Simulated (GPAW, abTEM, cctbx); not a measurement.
## Y2TiFe3: the scripts behind a bonding study

Short scripts, each with its output. The start was made by putting kin elements into a known structure type; the compound need not exist, or be stable, in this form.

## 1. Build the all-electron density and subtract free atoms

```text
cell
1.0
     2.684699270    1.550011847    4.140817840
    -2.684699270    1.550011847    4.140817840
     0.000000000   -3.100023693    4.140817840
Y Fe Ti
2 3 1
Direct
0.375405330 0.375405340 0.375405330
0.624594660 0.624594670 0.624594660
0.500000000 0.999999990 0.000000000
0.000000000 0.500000010 0.000000000
0.000000000 0.000000010 0.500000000
0.000000000 0.000000000 0.000000000
```

```python
import numpy as np
from ase.io import read
from ase.units import Bohr
from gpaw import GPAW, PW, FermiDirac
from gpaw.calculator import GPAW as OldGPAW
from gpaw.mpi import serial_comm, world
from scipy.special import erfc
from scipy.spatial import cKDTree

atoms = read("cell.vasp")
atoms.set_initial_magnetic_moments([0, 0, 3, 3, 3, 0])
atoms.calc = GPAW(mode=PW(450), xc="PBE", kpts={"size": (5, 5, 5), "gamma": True},
                 occupations=FermiDirac(0.1), maxiter=120, symmetry={"tolerance": 1e-5}, txt="scf.txt")
atoms.get_potential_energy()
rho = atoms.calc.get_all_electron_density(gridrefinement=2)
moments = atoms.get_magnetic_moments() if atoms.calc.get_number_of_spins() == 2 else np.zeros(len(atoms))
total = atoms.get_magnetic_moment() if moments.any() else 0.0
if world.rank == 0:
    free = OldGPAW(mode=PW(450), xc="PBE", txt=None, communicator=serial_comm)
    neutral = atoms.copy()
    neutral.set_initial_magnetic_moments(None)
    free.initialize(neutral)
    free.set_positions(neutral)
    drho = rho - free.get_all_electron_density(gridrefinement=2)
    # GPAW starts from confined atoms: exchange their smooth part for that of the datasets' free atoms
    h = np.stack(np.meshgrid(*[np.fft.fftfreq(n, 1 / n) for n in drho.shape], indexing="ij"), -1)
    gabs = np.linalg.norm(h @ atoms.cell.reciprocal(), axis=-1)
    tails = np.fft.fftn(free.get_pseudo_density(gridrefinement=2))
    g, form, v0 = np.linspace(0, gabs.max(), 1500), {}, 0
    for e in set(atoms.symbols):
        idx = atoms.symbols.search(e)
        d = free.setups[idx[0]].data
        r, w = d.rgd.r_g * Bohr, d.rgd.r_g**2 * d.rgd.dr_g
        j0 = np.sinc(2 * g[:, None] * r)
        smooth = sum(f * p**2 for f, p in zip(d.f_j, d.phit_jg)) + np.sqrt(4 * np.pi) * d.nct_g
        full = sum(f * p**2 for f, p in zip(d.f_j, d.phi_jg)) + np.sqrt(4 * np.pi) * d.nc_g
        phase = sum(np.exp(-2j * np.pi * h @ s) for s in atoms.get_scaled_positions()[idx])
        tails -= np.interp(gabs, g, j0 @ (smooth * w)) * phase * drho.size / atoms.get_volume()
        form[e] = j0 @ (full * w)
        v0 += 2 * np.pi / 3 * 14.3996 * (full * w * r**2).sum() * len(idx)  # V A^3
    tails *= 0.5 * erfc((gabs - 1.8) / 0.25)  # the tails differ at long wavelengths alone
    drho += np.fft.ifftn(tails).real  # crystal minus superposed spherical free atoms
    np.save("drho.npy", drho)
    dv = atoms.get_volume() / drho.size
    print("grid", drho.shape, " electrons %.3f" % (rho.sum() * dv), " moved by bonding %.3f e" % (abs(drho).sum() * dv / 2))
    pts = np.indices(drho.shape).reshape(3, -1).T / drho.shape @ atoms.cell
    shifts = (np.indices((3, 3, 3)).reshape(3, -1).T - 1) @ atoms.cell
    images = (atoms.positions[None] + shifts[:, None]).reshape(-1, 3)
    dist, idx = cKDTree(images).query(pts, k=4)
    out = drho.ravel()[dist[:, 0] > 0.5]
    print("deformation density beyond 0.5 A of the nuclei: max %.3f, min %.3f e/A^3" % (out.max(), out.min()))
    tie = dist < dist[:, :1] + 1e-4
    q = -np.bincount((idx % len(atoms))[tie], (drho.ravel()[:, None] / tie.sum(1, keepdims=True) * tie)[tie], len(atoms)) * dv
    print("atom        x       y       z   Voronoi charge  moment")
    for a, s, c, m in zip(atoms, atoms.get_scaled_positions(), q, moments):
        print("%-2s%-3d %7.4f %7.4f %7.4f %10.3f %10.2f" % (a.symbol, a.index + 1, *s, c, m))
    np.savez("free.npz", g=g, **form)
    print("mean inner potential of superposed free atoms %.3f V" % (v0 / atoms.get_volume()))
    print("total magnetic moment %.3f muB" % total)
```

```console
$ OMP_NUM_THREADS=1 mpirun -n 4 gpaw python run.py > gpaw.log
```

```text
grid (54, 54, 54)  electrons 178.000  moved by bonding 0.915 e
deformation density beyond 0.5 A of the nuclei: max 0.195, min -0.105 e/A^3
atom        x       y       z   Voronoi charge  moment
Y 1    0.3754  0.3754  0.3754      0.243      -0.24
Y 2    0.6246  0.6246  0.6246      0.243      -0.24
Fe3    0.5000  1.0000  0.0000     -0.175       1.76
Fe4    0.0000  0.5000  0.0000     -0.175       1.76
Fe5    0.0000  0.0000  0.5000     -0.175       1.76
Ti6    0.0000  0.0000  0.0000      0.039      -0.69
mean inner potential of superposed free atoms 24.537 V
total magnetic moment 2.996 muB
```

Time: 51 s on 4 cores of Arm Neoverse V1 (shared host), peak memory 1.1 GiB.

## 2. Fourier-transform the difference

```python
from cctbx import adptbx, crystal, miller, xray
from cctbx.eltbx import tiny_pse
import numpy as np

cs = crystal.symmetry(unit_cell=(5.3694, 5.3694, 12.4225, 90, 90, 120), space_group_symbol='Hall: -R 3 2"')  # R-3m
atoms = [  # label, site, U (iso, or U11 U22 U33 U12 U13 U23 in A^2), occupancy
    ("Y1", (1/3, 2/3, 0.04207), 0.0000, 1),
    ("Fe1", (2/3, 0.83333, 0.83333), 0.0000, 1),
    ("Ti1", (0, 0, 0), 0.0000, 1),
]
xs = xray.structure(crystal_symmetry=cs)
for label, site, u, occ in atoms:
    u = adptbx.u_cif_as_u_star(cs.unit_cell(), u) if isinstance(u, tuple) else u
    xs.add_scatterer(xray.scatterer(label, site=site, u=u, occupancy=occ))
xs.scattering_type_registry(table="wk1995")
drho = np.load("drho.npy")
T = np.array([[1, -1, 0], [0, 1, -1], [1, 1, 1]])  # conventional axes in terms of the primitive ones
dF = np.fft.ifftn(drho) * 310.16250  # electrons a conventional cell, indexed by primitive hkl
ms = miller.build_set(cs, anomalous_flag=False, d_min=0.9).sort("resolution")
iam = ms.structure_factors_from_scatterers(xs, algorithm="direct").f_calc()
p1 = xs.expand_to_p1()
z = np.array([tiny_pse.table(sc.scattering_type).atomic_number() for sc in p1.scatterers()])
x = np.array(p1.sites_frac())
free = np.load("free.npz")
print("static structure factors of the conventional cell: F in electrons, V (Mott-Bethe) in volts")
print("   h  k  l      d  |F| table  |F| free   |F| DFT   change   |V| free  |V| DFT  change %")
for h, d, table in list(zip(ms.indices(), ms.d_spacings().data(), iam.data()))[:16]:
    df = dF[tuple(np.rint(np.linalg.solve(T, h)).astype(int))]
    phase = np.exp(2j * np.pi * x @ h)
    f = sum(np.interp(1 / d, free["g"], free[sc.scattering_type]) * p for sc, p in zip(p1.scatterers(), phase))
    fz = (z * phase).sum()
    c = 14.3996 * d * d / (np.pi * cs.unit_cell().volume())
    v0, v1 = abs(fz - f) * c, abs(fz - f - df) * c
    print("%4d%3d%3d %7.4f %9.3f %9.3f %9.3f %8.3f %9.3f %8.3f %8s" % (h + (d, abs(table), abs(f), abs(f + df), abs(f + df) - abs(f), v0, v1, "%.1f" % (100 * (v1 / v0 - 1)) if v0 > 0.02 else "-")))
```

```console
$ python run.py
```

```text
static structure factors of the conventional cell: F in electrons, V (Mott-Bethe) in volts
   h  k  l      d  |F| table  |F| free   |F| DFT   change   |V| free  |V| DFT  change %
   1  0  1  4.3549    21.190    21.265    20.457   -0.807     0.173    0.399    130.9
   0  0  3  4.1408     5.811     5.734     7.062    1.328     0.490    0.827     68.6
   1  0 -2  3.7224    11.674    11.693    12.031    0.338     0.180    0.249     38.5
   1  1  0  2.6847   175.305   175.293   174.646   -0.647     4.975    5.044      1.4
   1  0  4  2.5826   197.617   197.459   197.627    0.168     4.783    4.767     -0.3
   2  0 -1  2.2853   255.103   254.279   254.303    0.024     6.144    6.142     -0.0
   1  1  3  2.2527   229.075   228.525   228.191   -0.334     5.975    6.000      0.4
   1  0 -5  2.1913   229.300   228.748   228.183   -0.565     5.875    5.916      0.7
   2  0  2  2.1775   217.732   216.650   215.976   -0.674     5.923    5.970      0.8
   0  0  6  2.0704   209.587   208.499   207.012   -1.488     5.571    5.665      1.7
   2  0 -4  1.8612    35.455    34.474    33.530   -0.944     1.615    1.663      3.0
   2  1  1  1.7402    22.733    23.104    23.359    0.254     0.055    0.066     20.8
   2  0  5  1.6976     2.495     3.271     3.726    0.455     0.159    0.178     12.2
   2  1 -2  1.6911     9.890     9.685     9.749    0.064     0.048    0.045     -5.7
   1  0  7  1.6580    20.562    20.918    21.251    0.333     0.098    0.112     13.8
   1  1  6  1.6395    12.955    12.758    12.768    0.010     0.111    0.111     -0.4
```

Time: 0.35 s on 1 core of Arm Neoverse V1 (shared host), peak memory 0.08 GiB.

## 3. Propagate a plane wave with and without the bonding term

```python
import abtem
import numpy as np
from ase.build import make_supercell
from ase.io import read

abtem.config.set({"dask.lazy": False, "fft": "fftw", "diagnostics.progress_bar": False})
M = [[-1, 1, 0], [-1, -1, 2], [1, 1, 1]]  # rows: x, y and beam direction in the primitive cell's axes
unit = make_supercell(read("cell.vasp"), M)
unit.set_cell(list(unit.cell.lengths()) + [90, 90, 90], scale_atoms=True)
unit.positions[:, 2] += 0.2613  # keeps atomic planes off the slice boundaries
unit.wrap()
slab = unit * (2, 2, 33)
print(slab.get_chemical_formula(), "| box %.2f x %.2f x %.2f A" % tuple(slab.cell.lengths()))

# change of the potential by bonding, from the DFT deformation density (Poisson's equation term by term)
drho = np.load("drho.npy")
prim = read("cell.vasp")
h = np.stack(np.meshgrid(*[np.fft.fftfreq(n, 1 / n) for n in drho.shape], indexing="ij"), -1).reshape(-1, 3).astype(int)
g2 = ((h @ prim.cell.reciprocal()) ** 2).sum(1)
keep = (g2 > 0) & (g2 < 2.5**2)
shape = (154, 266, 72)
vg = np.zeros(shape, complex)
hm = h[keep] @ np.array(M).T
move = np.exp(-2j * np.pi * hm[:, 2] * (0.2613 / unit.cell[2, 2] - 0.5 / shape[2]))  # the same shift, sampled at mid-points
vg[tuple(hm.T % np.array(shape)[:, None])] = -14.3996 / np.pi * (np.fft.fftn(drho).ravel() / drho.size)[keep] / g2[keep] * move
dV = np.fft.ifftn(vg).real * vg.size
dV = dV.reshape(154, 266, 9, 8).mean(3) * unit.cell[2, 2] / 9  # V A, projected in each slice
dV = np.tile(dV.transpose(2, 0, 1), (33, 2, 2))


def build(atoms):
    p = abtem.Potential(atoms, gpts=(308, 532), slice_thickness=[slab.cell[2, 2] / 297] * 297,
                        parametrization="lobato", projection="infinite", exit_planes=27).build()
    p.array[:] += BONDING * dV
    return p


sigmas = {'Y': 0.063, 'Fe': 0.067, 'Ti': 0.069}  # r.m.s. displacement along each axis, A
u = np.array([sigmas[s] for s in slab.symbols])[:, None]
rng = np.random.default_rng(307)


def potentials():
    for _ in range(3):  # frozen phonons, one configuration at a time
        atoms = slab.copy()
        atoms.positions += u * rng.standard_normal((len(atoms), 3))
        atoms.wrap()
        yield build(atoms)


for label, BONDING in (("IAM", 0.0), ("DFT", 1.0)):
    print("=====", label)
    rng = np.random.default_rng(307)  # the same displacements for both
    potential = build(slab)
    print("grid", potential.gpts, "slices", potential.num_slices)
    thickness = potential.exit_thicknesses
    wave = abtem.PlaneWave(energy=100000)
    dp = np.mean([wave.multislice(p).diffraction_patterns(max_angle="valid").array for p in potentials()], axis=0)
    hkl = [(0, 0, 0), (1, 1, 0), (3, 0, 0), (2, 2, 0)]
    nx, ny = dp.shape[-2:]
    print("intensity of each beam, fraction of the incident wave")
    print("  t (A)" + "".join("%9s" % " ".join(map(str, h)) for h in hkl) + "  diffuse    total")
    grid = np.zeros((nx, ny), bool)
    grid[nx // 2 % 2::2, ny // 2 % 2::2] = True
    for t, a in list(zip(thickness, dp))[1:]:
        idx = [np.rint(np.array(M) @ np.linalg.solve([[1, -1, 0], [0, 1, -1], [1, 1, 1]], h)).astype(int) for h in hkl]
        print("%7.1f" % t + "".join("%9.5f" % a[nx // 2 + i[0] * 2, ny // 2 + i[1] * 2] for i in idx) + "%9.4f%9.4f" % (a[~grid].sum(), a.sum()))
```

```console
$ python run.py
```

```text
Fe2376Ti792Y1584 | box 10.74 x 18.60 x 409.94 A
===== IAM
grid (308, 532) slices 297
intensity of each beam, fraction of the incident wave
  t (A)    0 0 0    1 1 0    3 0 0    2 2 0  diffuse    total
   37.3  0.62865  0.02151  0.00981  0.01107   0.0425   0.9974
   74.5  0.41199  0.04889  0.01085  0.00087   0.1102   0.9930
  111.8  0.59231  0.02106  0.00057  0.00215   0.1455   0.9907
  149.1  0.61195  0.01347  0.00294  0.00101   0.1582   0.9895
  186.3  0.48131  0.01640  0.01547  0.00033   0.1830   0.9873
  223.6  0.51628  0.01485  0.00411  0.00083   0.2175   0.9844
  260.9  0.53906  0.01257  0.00017  0.00193   0.2321   0.9828
  298.1  0.43225  0.02123  0.00430  0.00359   0.2464   0.9813
  335.4  0.41677  0.01992  0.00462  0.00249   0.2650   0.9794
  372.7  0.48685  0.00923  0.00170  0.00084   0.2822   0.9775
  409.9  0.45535  0.00804  0.00559  0.00208   0.2956   0.9757
===== DFT
grid (308, 532) slices 297
intensity of each beam, fraction of the incident wave
  t (A)    0 0 0    1 1 0    3 0 0    2 2 0  diffuse    total
   37.3  0.62691  0.02175  0.00996  0.01090   0.0425   0.9974
   74.5  0.41576  0.04818  0.01094  0.00084   0.1103   0.9930
  111.8  0.59996  0.02015  0.00051  0.00206   0.1450   0.9907
  149.1  0.61009  0.01400  0.00291  0.00105   0.1576   0.9895
  186.3  0.47906  0.01666  0.01559  0.00031   0.1831   0.9873
  223.6  0.52227  0.01410  0.00393  0.00085   0.2173   0.9844
  260.9  0.54130  0.01207  0.00020  0.00202   0.2315   0.9828
  298.1  0.42954  0.02145  0.00459  0.00343   0.2463   0.9813
  335.4  0.41944  0.01960  0.00442  0.00255   0.2652   0.9794
  372.7  0.49127  0.00884  0.00162  0.00076   0.2818   0.9776
  409.9  0.45431  0.00799  0.00587  0.00196   0.2952   0.9757
```

Time: 81 s.

## 4. Scan a probe

```python
import abtem
import numpy as np
from ase.build import make_supercell
from ase.io import read

abtem.config.set({"dask.lazy": False, "fft": "fftw", "diagnostics.progress_bar": False})
M = [[-1, 1, 0], [-1, -1, 2], [1, 1, 1]]  # rows: x, y and beam direction in the primitive cell's axes
unit = make_supercell(read("cell.vasp"), M)
unit.set_cell(list(unit.cell.lengths()) + [90, 90, 90], scale_atoms=True)
unit.positions[:, 2] += 0.2613  # keeps atomic planes off the slice boundaries
unit.wrap()
slab = unit * (3, 2, 2)
print(slab.get_chemical_formula(), "| box %.2f x %.2f x %.2f A" % tuple(slab.cell.lengths()))

# change of the potential by bonding, from the DFT deformation density (Poisson's equation term by term)
drho = np.load("drho.npy")
prim = read("cell.vasp")
h = np.stack(np.meshgrid(*[np.fft.fftfreq(n, 1 / n) for n in drho.shape], indexing="ij"), -1).reshape(-1, 3).astype(int)
g2 = ((h @ prim.cell.reciprocal()) ** 2).sum(1)
keep = (g2 > 0) & (g2 < 2.5**2)
shape = (39, 67, 72)
vg = np.zeros(shape, complex)
hm = h[keep] @ np.array(M).T
move = np.exp(-2j * np.pi * hm[:, 2] * (0.2613 / unit.cell[2, 2] - 0.5 / shape[2]))  # the same shift, sampled at mid-points
vg[tuple(hm.T % np.array(shape)[:, None])] = -14.3996 / np.pi * (np.fft.fftn(drho).ravel() / drho.size)[keep] / g2[keep] * move
dV = np.fft.ifftn(vg).real * vg.size
dV = dV.reshape(39, 67, 9, 8).mean(3) * unit.cell[2, 2] / 9  # V A, projected in each slice
dV = np.tile(dV.transpose(2, 0, 1), (2, 3, 2))


def build(atoms):
    p = abtem.Potential(atoms, gpts=(117, 134), slice_thickness=[slab.cell[2, 2] / 18] * 18,
                        parametrization="lobato", projection="infinite", exit_planes=9).build()
    p.array[:] += BONDING * dV
    return p


def potentials():
    yield build(slab)  # atoms at rest


for label, BONDING in (("IAM", 0.0), ("DFT", 1.0)):
    print("=====", label)
    potential = build(slab)
    print("grid", potential.gpts, "slices", potential.num_slices)
    thickness = potential.exit_thicknesses
    probe = abtem.Probe(energy=100000, semiangle_cutoff=25)
    probe.grid.match(potential)
    print("wavelength %.5f A, largest angle on the grid %.0f mrad" % (probe.wavelength, min(probe.cutoff_angles)))
    detectors = {"ABF": (12, 25), "BF": (0, 12), "LAADF": (30, 80)}  # mrad
    columns = [  # name, x, y (A)
        ("Y2Ti", 0.000, 6.200),
        ("Fe", 4.027, 5.425),
        ("void", 1.790, 1.550),
    ]
    scan = abtem.GridScan(start=(0.0000, 0.0000), end=(5.3694, 9.3001), gpts=(15, 26), endpoint=False)
    dets = [abtem.AnnularDetector(*v) for v in detectors.values()] + [abtem.PixelatedDetector(max_angle=38)]
    runs = [probe.scan(p, scan=scan, detectors=dets, max_batch=32) for p in potentials()]
    out = [sum(x[1:], x[0]) / len(x) for x in zip(*runs)]
    images = dict(zip(detectors, out))
    images["iCOM"] = out[-1].center_of_mass().integrate_gradient()
    np.save(label + "_pacbed.npy", out[-1].array.mean(axis=(1, 2)))
    print("PACBED pixel %.3f x %.3f mrad" % out[-1].angular_sampling)
    for name, im in images.items():
        im = im.interpolate(sampling=0.1, boundary="periodic").gaussian_filter(0.25)
        np.save(label + "_" + name + ".npy", im.array)
        print(name, "signal at the columns" + (", fraction of the beam" if name in detectors else ""))
        print("  t (A)     mean" + "".join("%10s" % c[0][:9] for c in columns))
        for t, a in list(zip(thickness, im.array))[1:]:
            at = [a[round((x - 0.0000) / im.sampling[0]) % a.shape[0], round((y - 0.0000) / im.sampling[1]) % a.shape[1]] for _, x, y in columns]
            print("%7.1f %8.5f" % (t, a.mean()) + "".join("%10.5f" % v for v in at))
```

```console
$ python run.py
```

```text
Fe216Ti72Y144 | box 16.11 x 18.60 x 24.84 A
===== IAM
grid (117, 134) slices 18
wavelength 0.03701 A, largest angle on the grid 87 mrad
PACBED pixel 2.298 x 1.990 mrad
ABF signal at the columns, fraction of the beam
  t (A)     mean      Y2Ti        Fe      void
   12.4  0.73461   0.60282   0.73493   0.74726
   24.8  0.69008   0.38535   0.69092   0.71693
BF signal at the columns, fraction of the beam
  t (A)     mean      Y2Ti        Fe      void
   12.4  0.21854   0.18035   0.23382   0.21697
   24.8  0.20425   0.12840   0.24540   0.19549
LAADF signal at the columns, fraction of the beam
  t (A)     mean      Y2Ti        Fe      void
   12.4  0.02992   0.15087   0.02035   0.02160
   24.8  0.06253   0.27962   0.04164   0.05247
iCOM signal at the columns
  t (A)     mean      Y2Ti        Fe      void
   12.4  0.03044   0.08078   0.02762   0.02857
   24.8  0.03044   0.11682   0.02573   0.02785
===== DFT
grid (117, 134) slices 18
wavelength 0.03701 A, largest angle on the grid 87 mrad
PACBED pixel 2.298 x 1.990 mrad
ABF signal at the columns, fraction of the beam
  t (A)     mean      Y2Ti        Fe      void
   12.4  0.73445   0.60207   0.73490   0.74714
   24.8  0.68965   0.38395   0.69086   0.71643
BF signal at the columns, fraction of the beam
  t (A)     mean      Y2Ti        Fe      void
   12.4  0.21854   0.18037   0.23381   0.21690
   24.8  0.20422   0.12845   0.24535   0.19536
LAADF signal at the columns, fraction of the beam
  t (A)     mean      Y2Ti        Fe      void
   12.4  0.03002   0.15130   0.02038   0.02170
   24.8  0.06279   0.28037   0.04171   0.05284
iCOM signal at the columns
  t (A)     mean      Y2Ti        Fe      void
   12.4  0.03090   0.08167   0.02793   0.02910
   24.8  0.03090   0.11808   0.02591   0.02846
```

Time: 39 s.

[Outputs are excerpts: Python notices, other lines and further rows are left out; steps that failed or that the build refused (PBEsol, TPSS) are not shown.]

[Logs are printed without paths, hosts, clocks, repeated set-up lines and the standing remarks that a program may print on its own settings, such as how far it seeks lower states.]
